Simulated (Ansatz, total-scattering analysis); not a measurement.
# Total scattering from aqueous LiCl at 330 K

The model: ab initio molecular dynamics with Ansatz (revPBE-D3(BJ), plane waves, PAW default files, Langevin thermostat, no spin, fixed volume, H with the mass of D). The average runs over 0.77 ps of 92 atoms, so shells between rare elements are rough. Mean temperature 325 K, largest m.s.d. 0.95 Å², energy drift -2 meV an atom (last third less first, no steady trend), Langevin friction 10 ps⁻¹; the first quarter of the run is discarded. Start: last frame of a classical run of this cell at the same density and temperature. So short a stretch relaxes bonds and nearest shells but still remembers its start. The density is set to 1.150 g/cm³. Composition: 28 H2O, 4 Li+ and 4 Cl-; O 30.4, H 60.9, Li 4.3, Cl 4.3 atom %. Production: 129 frames 0.006 ps apart at 330 K, fixed volume (mean pressure 0.4 GPa).

S(Q) is the Faber–Ziman total, Σ ci cj fi fj (Sij − 1)/⟨f⟩² + 1. Below 4 Å⁻¹ the partials are summed on the cell's own reciprocal vectors (from 0.63 Å⁻¹) and folded with a Gaussian of σ = 0.14 Å⁻¹; above it they are transforms of g(r) out to 6.7 Å, tapered over the last 40 %. The fold lowers sharp peaks, and with so few vectors their positions are good to about 0.1 Å⁻¹. X-rays take neutral-atom form factors, neutrons coherent lengths (O 5.8037, H 6.6681, Li -1.93, Cl 9.5792 fm). Hydrogen is taken as deuterium. Absorption by Li is ignored. G(r) = 4πrρ₀[g(r) − 1] carries the resolution of a Lorch-windowed transform up to 20 Å⁻¹. The patterns are simulated, not measured. The cell is small: beyond half the box only the part of each shell inside it is counted, and low-Q values rest on few vectors.

Q: What peaks of S(Q) and neighbour shells come out?

Density 1.150 g/cm³, ρ₀ = 0.0945 Å⁻³. Mean square displacements over the run: O 0.89, H 0.95, Li 0.32, Cl 0.31 Å² (damped by the Langevin friction of 10 ps⁻¹); the sample is a liquid as far as so short a run tells.

Maxima of S(Q), Q in Å⁻¹ (height): X-ray: 2.25 (2.20), 4.52 (1.26), 6.57 (1.15), 8.40 (1.05), 10.41 (1.06); neutron: 2.17 (2.06), 3.94 (0.94), 8.42 (1.18), 14.13 (1.08), 20.95 (1.06).

```tsv
Q (Å⁻¹)	X-ray	neutron
0.80	-1.05	0.05
1.00	-0.94	0.16
1.20	-0.62	0.50
1.40	-0.35	0.53
1.60	-0.03	0.71
1.80	0.87	1.62
2.00	1.60	1.99
2.20	2.18	2.05
2.40	1.98	1.78
2.60	1.54	1.10
2.80	1.23	0.79
3.00	0.85	0.71
3.20	0.65	0.79
3.40	0.59	0.80
3.60	0.68	0.83
3.80	0.82	0.91
4.00	0.98	0.93
4.20	1.13	0.88
4.40	1.24	0.83
4.60	1.25	0.79
4.80	1.15	0.76
5.00	0.98	0.75
5.20	0.81	0.77
5.40	0.72	0.81
5.60	0.72	0.86
5.80	0.81	0.91
6.00	0.94	0.96
6.20	1.06	0.99
6.40	1.13	1.02
6.60	1.15	1.04
6.80	1.12	1.04
7.00	1.06	1.04
7.20	0.99	1.04
7.40	0.95	1.05
7.60	0.94	1.08
7.80	0.96	1.11
8.00	1.00	1.14
8.20	1.03	1.17
8.40	1.05	1.18
8.60	1.04	1.17
8.80	1.02	1.15
9.00	0.99	1.13
9.20	0.98	1.10
9.40	0.96	1.06
9.60	0.96	1.02
9.80	0.98	0.98
10.00	1.01	0.95
```

Maxima of G(r), r in Å (Å⁻²): X-ray: 1.97 (-1.29), 3.15 (3.23); neutron: 0.98 (3.46), 1.55 (-0.11), 2.25 (-0.79), 3.56 (1.16).

| pair | first peak (Å) | g there | first minimum (Å) | g there | neighbours | kind | X-ray weight (f = Z) | neutron weight |
| --- | --- | --- | --- | --- | --- | --- | --- | --- |
| O–H | 0.98 | 31.9 | 1.26 | 0.00 | 2.0 H per O, 1.0 O per H | within molecules | 0.19 | 0.38 |
| H–H | 1.55 | 3.9 | 1.84 | 0.06 | 1.0 | within molecules | 0.02 | 0.43 |
| O–Li | 1.95 | 9.1 | 2.60 | 0.17 | 0.6 Li per O, 3.9 O per Li | between molecules | 0.04 | -0.01 |
| H–Cl | 2.15 | 3.1 | 2.98 | 0.35 | 0.4 Cl per H, 5.7 H per Cl | between molecules | 0.06 | 0.09 |
| Li–Cl | 2.37 | 2.3 | 2.94 | 0.08 | 0.2 Cl per Li, 0.2 Li per Cl | between molecules | 0.01 | 0.00 |
| H–Li | 2.59 | 3.7 | 3.24 | 0.53 | 0.7 Li per H, 9.4 H per Li | between molecules | 0.01 | -0.02 |
| O–O | 2.86 | 2.1 | 3.81 | 1.11 | 6.4 | between molecules | 0.39 | 0.08 |
| O–Cl | 3.13 | 3.6 | 3.82 | 0.95 | 1.0 Cl per O, 6.9 O per Cl | between molecules | 0.24 | 0.04 |

Distances within molecules give the sharpest pair functions, and with hydrogen they rule the neutron S(Q) at high Q: O–H 0.98 Å and H–H 1.55 Å (first peaks only). Between molecules or ions, shells with a clear end include O–Li at 1.95 Å (0.6 Li per O, 3.9 O per Li) and Li–Cl at 2.37 Å (0.2 Cl per Li, 0.2 Li per Cl). Li holds 3.9 O and 0.2 Cl in its first shell, 4.1 in all; contact pairs exchange slowly and may come from the start. On the last frame 91 % of the H on O, N or F point at an acceptor of another molecule or at an anion within hydrogen-bond range (2.35 Å to O, N, F; 2.85 Å to Cl, Br, I).

[Logs are printed without paths, hosts, clocks, repeated set-up lines and the standing remarks that a program may print on its own settings, such as how far it seeks lower states.]
